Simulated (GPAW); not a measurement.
## Al2Au: optical spectrum from first principles

Aim: the dielectric function of Al2Au, and the optical constants that follow from it.

Calculated with GPAW 26.7.0; DFT, PBE, plane-wave PAW (GPAW data sets), scalar-relativistic, RPA, optical limit.

## (1) The structure

The structure is cubic, space group Fm-3m (No. 225). The conventional cell has a = 6.000 Å, b = 6.000 Å, c = 6.000 Å, α = 90.00°, β = 90.00°, γ = 90.00°. Au has 8 Al at 2.60 Å nearest. Al has 4 Au at 2.60 Å nearest. Farther neighbours are not listed.

Coordinates:

```cif
data_structure
_symmetry_space_group_name_H-M 'P 1'
_symmetry_Int_Tables_number 1
_cell_length_a 4.2426
_cell_length_b 4.2426
_cell_length_c 4.2426
_cell_angle_alpha 60.000
_cell_angle_beta 60.000
_cell_angle_gamma 60.000
_cell_volume 54.00
loop_
_atom_site_label
_atom_site_type_symbol
_atom_site_fract_x
_atom_site_fract_y
_atom_site_fract_z
_atom_site_occupancy
Au1 Au 0.00000 0.00000 0.00000 1
Al2 Al 0.75000 0.75000 0.75000 1
Al3 Al 0.25000 0.25000 0.25000 1
```

## (2) Bands for the response

At the fixed density, many empty bands are solved on the mesh of the response, since the spectrum sums over them.

This step: DFT, PBE, plane-wave PAW (GPAW data sets), scalar-relativistic, bands at fixed density (GPAW 26.7.0).

The input, nscf.py:

```python
from ase.dft.bandgap import bandgap
from gpaw import GPAW, FermiDirac

calc = GPAW('gs.gpw').fixed_density(kpts={'size': (13, 13, 13), 'gamma': True}, nbands=56, convergence={'bands': 50},
                                    occupations=FermiDirac(0.05), txt='nscf.txt')
print('gap (eV)', bandgap(calc, output=None)[0])
print('direct gap (eV)', bandgap(calc, direct=True, output=None)[0])
print('top band over the Fermi level (eV)', min(calc.get_eigenvalues(kpt=k)[49] for k in range(len(calc.get_ibz_k_points()))) - calc.get_fermi_level())
calc.write('full.gpw', mode='all')
```

The run is started by

```bash
$ OMP_NUM_THREADS=1 python nscf.py
```

Numbers of over 12 decimals in the logs are rounded to 6 here.

What it wrote:

```text
Diagonalizing LCAO Hamiltonian
Converting LCAO to pw mode
convergence criteria:
- Maximum integral of absolute [eigenst]ate change: 4e-08 eV^2 / valence electron
maximum number of iterations: 150

SCF iterations
|iter     |      energy | eigst |  dens |
|iter:   1||             | +3.86 |       |
|iter:   2||             | +2.58 |       |
|iter:   3||             | +1.58 |       |
|iter:   4||             | +0.33 |       |
|iter:   5||             | -0.66 |       |
|iter:   6||             | -1.61 |       |
|iter:   7||             | -2.38 |       |
|iter:   8||             | -3.26 |       |
|iter:   9||             | -4.05 |       |
|iter:  10||             | -4.94 |       |
|iter:  11||             | -5.73 |       |
|iter:  12||             | -6.58 |       |
|iter:  13||             | -7.05 |       |
|iter:  14||             | -7.50c|       |
SCF steps: 14
  __  _  _
 | _ |_)|_||  |
 |__||  | ||/\| - 26.7.0

Versions:
  Python: 3.12.14
  ASE:    3.29.0
  Numpy:  2.5.5
  Scipy:  1.18.1
  Libxc:  7.0.0

Input parameters:
  mode=PW(ecut=500.0),
  convergence={'bands': 50},
  gpts=array([24, 24, 24]),
  kpts=MonkhorstPack(size=(13, 13, 13), gamma=True),
  maxiter=150,
  nbands=56,
  occupations=Occupations(name='fermi-dirac', width=0.05, fixmagmom=False),
  parallel={},
  xc=XC(name='PBE')

--- standard output ---
gap (eV) 0.0
direct gap (eV) 0.0
top band over the Fermi level (eV) 37.094873
```

Run time: 2.9 min. Hardware: 1 thread of Arm Neoverse V2, shared host; peak memory 0.28 GiB.

## (3) Dielectric function, RPA

Local fields let the induced charge screen the field inside the cell, which as a rule lowers ε, most along directions where the density is uneven.

This step: DFT, PBE, plane-wave PAW (GPAW data sets), scalar-relativistic, RPA, optical limit (GPAW 26.7.0).

The input, df.py:

```python
from gpaw.response.df import DielectricFunction

df = DielectricFunction('full.gpw', frequencies={'type': 'nonlinear', 'domega0': 0.03, 'omega2': 8},
                        ecut=50,
                        eta=0.15,
                        nbands=50,
                        rate=0.05,
                        txt='df.txt')
for direction in ['x']:
    df.get_dielectric_function(xc='RPA', direction=direction, filename=f'df_{direction}.csv')
```

The run is started by

```bash
$ OMP_NUM_THREADS=1 python df.py
```

What it wrote:

```text
Using integrator: PointIntegrator
NonLinearFrequencyDescriptor(from 0.000 to 52.232 eV, 471 points)
Nonperiodic BCs:  [False False False]
Using integrator: PointIntegrator
NonLinearFrequencyDescriptor(from 0.000 to 52.232 eV, 471 points)
Nonperiodic BCs:  [False False False]
Using integrator: PointIntegrator

Calculating chi0 body with:
    Ground state adapter containing:
    Number of spins: 1
    Number of kpoints: 2197
    Number of irreducible kpoints: 84
    Number of completely occupied states: 6
    Number of partially occupied states: 9

    Linear response parametrization:
    q_c: [0.0, 0.0, 0.0]
    Number of frequency points: 471
    Planewave cutoff: 50.0
    Number of bands: 50
    Number of planewaves: 51
    Broadening (eta): 0.15

Integrating chi0 body.

Symmetries of q_c:
    Direct symmetries (Uq -> q): 48
    Indirect symmetries (TUq -> q): 0
In total 48 allowed symmetries.

84 groups of equivalent kpoints. 96.176604% reduction.

Integral kind: spectral function

Calculating chi0 optical extensions with:
    Ground state adapter containing:
    Number of spins: 1
    Number of kpoints: 2197
    Number of irreducible kpoints: 84
    Number of completely occupied states: 6
    Number of partially occupied states: 9

    Linear response parametrization:
    Number of frequency points: 471
    Planewave cutoff: 50.0
    Number of bands: 50
    Number of planewaves: 51
    Broadening (eta): 0.15
Integrating chi0 head and wings.

Symmetries of q_c:
    Direct symmetries (Uq -> q): 48
    Indirect symmetries (TUq -> q): 0
In total 48 allowed symmetries.

84 groups of equivalent kpoints. 96.176604% reduction.

Integral kind: spectral function wings

Calculating drude chi0 with:
    Number of frequency points:471
    Plasma frequency decay rate: 0.05 eV

    Ground state adapter containing:
    Number of spins: 1
    Number of kpoints: 2197
    Number of irreducible kpoints: 84
    Number of completely occupied states: 6
    Number of partially occupied states: 9

Symmetries of q_c:
    Direct symmetries (Uq -> q): 48
    Indirect symmetries (TUq -> q): 0
In total 48 allowed symmetries.

84 groups of equivalent kpoints. 96.176604% reduction.

Integral kind: intraband
Plasma frequency:
[[6.98+0.j 0.  +0.j 0.  +0.j]
 [0.  +0.j 6.98+0.j 0.  -0.j]
 [0.  +0.j 0.  -0.j 6.98+0.j]]
```

Wall time 24 s (1 thread); peak memory 0.29 GiB.

Sum at mesh points, not converged in k. The Im ε, E ∥ x by photon energy; read off at these points:

photon energy (eV), Im ε, E ∥ x and a bar:
```
     0.50         95 ##############################
     1.00         14 ####
     1.50          5 ##
     2.00          4 #
     2.50         11 ###
     3.00         16 #####
     3.30         18 ######
     3.50         16 #####
     4.00         11 ###
     4.50          6 ##
     5.00          6 ##
     5.50          4 #
     6.00          4 #
     6.50          3 #
     7.00          2 
     7.50          2 
     8.00          2 
     8.50          2 
     9.00          2 
     9.50          2 
    10.00          1 
    10.50          1 
    11.00          1 
    11.50          1 
    12.00          1 
    12.50          1 
    13.00          1 
    13.50          1
```

Values under 1 per cm are given as 1; sum at mesh points, not converged in k. The absorption coefficient, E ∥ x by photon energy:

photon energy (eV), log10 absorption coefficient, E ∥ x (1/cm) and a bar from the least value:
```
    0.492        5.9 ################
    1.010        5.9 ###############
    1.486        5.8 ############
    1.985        5.6 
    2.508        5.7 ####
    3.018        5.9 ###################
    3.510        6.1 ##########################
    3.980        6.1 ##############################
    4.516        6.1 ###########################
    4.981        6.1 ###########################
    5.515        6.1 ############################
    6.021        6.1 ##############################
    6.494        6.1 ############################
    6.985        6.1 ############################
    7.496        6.1 ##########################
    8.026        6.0 ########################
    8.516        6.0 ########################
    9.023        6.0 #########################
    9.483        6.1 ###########################
   10.026        6.1 ##########################
   10.519        6.1 ##########################
   11.029        6.0 #########################
   11.479        6.0 #########################
   12.023        6.0 #########################
   12.504        6.0 ########################
   13.000        6.0 ########################
   13.512        6.0 ######################
```

Sum at mesh points, not converged in k. Loss function −Im 1/ε at q → 0, E ∥ x against energy loss; read off at these points:

energy loss (eV), loss function −Im 1/ε at q → 0, E ∥ x and a bar:
```
    0.500       0.00 
    0.750       0.00 
    1.000       0.01 
    1.250       0.01 
    1.500       0.02 
    1.750       0.05 #
    2.000       0.18 ####
    2.058       0.22 #####
    2.250       0.11 ##
    2.500       0.07 ##
    2.750       0.06 #
    3.000       0.06 #
    3.250       0.06 #
    3.500       0.06 #
    3.750       0.06 #
    4.000       0.06 #
    4.250       0.06 #
    4.500       0.09 ##
    4.750       0.10 ##
    5.000       0.11 ##
    5.250       0.11 ##
    5.500       0.12 ###
    5.750       0.14 ###
    6.000       0.12 ###
    6.250       0.14 ###
    6.500       0.17 ####
    6.750       0.16 ###
    7.000       0.18 ####
    7.250       0.22 #####
    7.500       0.26 ######
    7.750       0.31 #######
    8.000       0.38 ########
    8.250       0.40 #########
    8.500       0.44 ##########
    8.750       0.41 #########
    9.000       0.43 #########
    9.250       0.40 #########
    9.500       0.43 #########
    9.750       0.40 #########
   10.000       0.47 ##########
   10.250       0.51 ###########
   10.500       0.56 ############
   10.750       0.62 #############
   11.000       0.64 ##############
   11.250       0.64 ##############
   11.500       0.75 ################
   11.750       0.74 ################
   12.000       0.79 #################
   12.250       0.92 ####################
   12.500       0.89 ###################
   12.750       0.85 ##################
   13.000       1.01 ######################
   13.250       1.04 ######################
   13.500       1.25 ###########################
   13.750       1.39 ##############################
```

Sum at mesh points, not converged in k. Im ε, E ∥ x against photon energy; read off at these points:

| photon energy (eV) | without local fields | with local fields |
| --- | --- | --- |
| 0.50 | 95.6 | 95.3 |
| 1.00 | 14.5 | 14.2 |
| 1.50 | 5.66 | 5.48 |
| 2.00 | 4.56 | 4.26 |
| 2.50 | 11.8 | 10.9 |
| 3.00 | 17.7 | 16.5 |
| 3.26 | 19.4 | 18.2 |
| 3.30 | 19.3 | 18.2 |
| 3.50 | 16.8 | 16.1 |
| 4.00 | 10.9 | 10.8 |
| 4.50 | 6.06 | 5.80 |
| 5.00 | 5.71 | 5.53 |
| 5.50 | 4.22 | 4.12 |
| 6.00 | 3.93 | 3.93 |
| 6.50 | 2.90 | 2.77 |
| 7.00 | 2.08 | 2.04 |
| 7.50 | 1.85 | 1.77 |
| 8.00 | 1.72 | 1.61 |
| 8.50 | 1.88 | 1.71 |
| 9.00 | 1.99 | 1.81 |
| 9.50 | 1.85 | 1.66 |
| 10.00 | 1.43 | 1.32 |
| 10.50 | 1.32 | 1.18 |
| 11.00 | 1.31 | 1.13 |
| 11.50 | 1.15 | 0.992 |
| 12.00 | 1.05 | 0.912 |
| 12.50 | 1.09 | 0.942 |
| 13.00 | 0.832 | 0.727 |
| 13.50 | 0.707 | 0.612 |

Sum at mesh points, not converged in k. Reflectivity at normal incidence, E ∥ x against photon energy; read off at these points:

| photon energy (eV) | reflectivity at normal incidence, E ∥ x (%) |
| --- | --- |
| 0.50 | 94.8 |
| 1.00 | 92.9 |
| 1.50 | 87.0 |
| 2.00 | 43.9 |
| 2.50 | 37.8 |
| 3.00 | 49.9 |
| 3.50 | 56.6 |
| 4.00 | 63.3 |
| 4.33 | 65.9 |
| 4.50 | 61.7 |
| 5.00 | 55.3 |
| 5.50 | 56.9 |
| 6.00 | 58.5 |
| 6.12 | 60.9 |
| 6.50 | 54.4 |
| 7.00 | 57.9 |
| 7.50 | 50.7 |
| 8.00 | 42.4 |
| 8.50 | 35.6 |
| 9.00 | 34.6 |
| 9.50 | 37.4 |
| 9.82 | 41.9 |
| 10.00 | 40.2 |
| 10.50 | 37.9 |
| 11.00 | 34.8 |
| 11.50 | 33.9 |
| 12.00 | 34.5 |
| 12.50 | 29.2 |
| 12.83 | 35.3 |
| 13.00 | 34.1 |
| 13.50 | 33.4 |

From ε follow the optical constants at some laser and lamp lines:

| wavelength (nm) | n | k | R (%) | 1/α |
| --- | --- | --- | --- | --- |
| 1064 | 0.83 | 6.041 | 91.7 | 14 nm |
| 800 | 0.66 | 3.922 | 85.4 | 16 nm |
| 532 | 2.71 | 1.647 | 34.2 | 26 nm |
| 450 | 3.23 | 2.562 | 47.2 | 14 nm |
| 405 | 2.88 | 2.784 | 49.5 | 12 nm |
| 365 | 2.63 | 3.279 | 56.0 | 8.9 nm |
| 193 | 0.71 | 1.888 | 56.1 | 8.1 nm |

A polished face would reflect 34 % of daylight and look violet (CIE x = 0.304, y = 0.283 under D65).

## (4) What came out

In words: At this level (PBE, RPA) Al2Au is a metal. The mesh is too coarse to trust the carriers' weight, the reflectivity or the colour to better than tens of per cent. A polished face would reflect 34 % of daylight and look violet (CIE x = 0.304, y = 0.283 under D65). The carriers' damping of 0.05 eV is typed, not computed; it shapes the response at the lowest energies. Spin-orbit coupling is left out although heavy atoms are present. In this version of GPAW the matrix elements of the optical limit are incomplete, which can lower ε − 1 by up to a tenth where first-row anions or d states rule, and shift it by more in d metals. GPAW's carrier term has the form −ωp²/(ω + i·rate)², which damps like twice the rate and fails at low energy, so the curves leave the lowest energies out. The sum runs over mesh points 0.14 Å⁻¹ apart with no interpolation, so peaks are partly noise of the mesh, and the Drude plasma energy, a sum over the Fermi surface, isn't converged.

[Machine, clock and banner lines and Python warnings are left out of the logs.]

[Logs are printed without paths, hosts, clocks, repeated set-up lines and the standing remarks that a program may print on its own settings, such as how far it seeks lower states.]

[Hosts, paths, dates, database ids (printed as entryN), source tags and the programs' standing remarks are cut or masked in the printed files.]
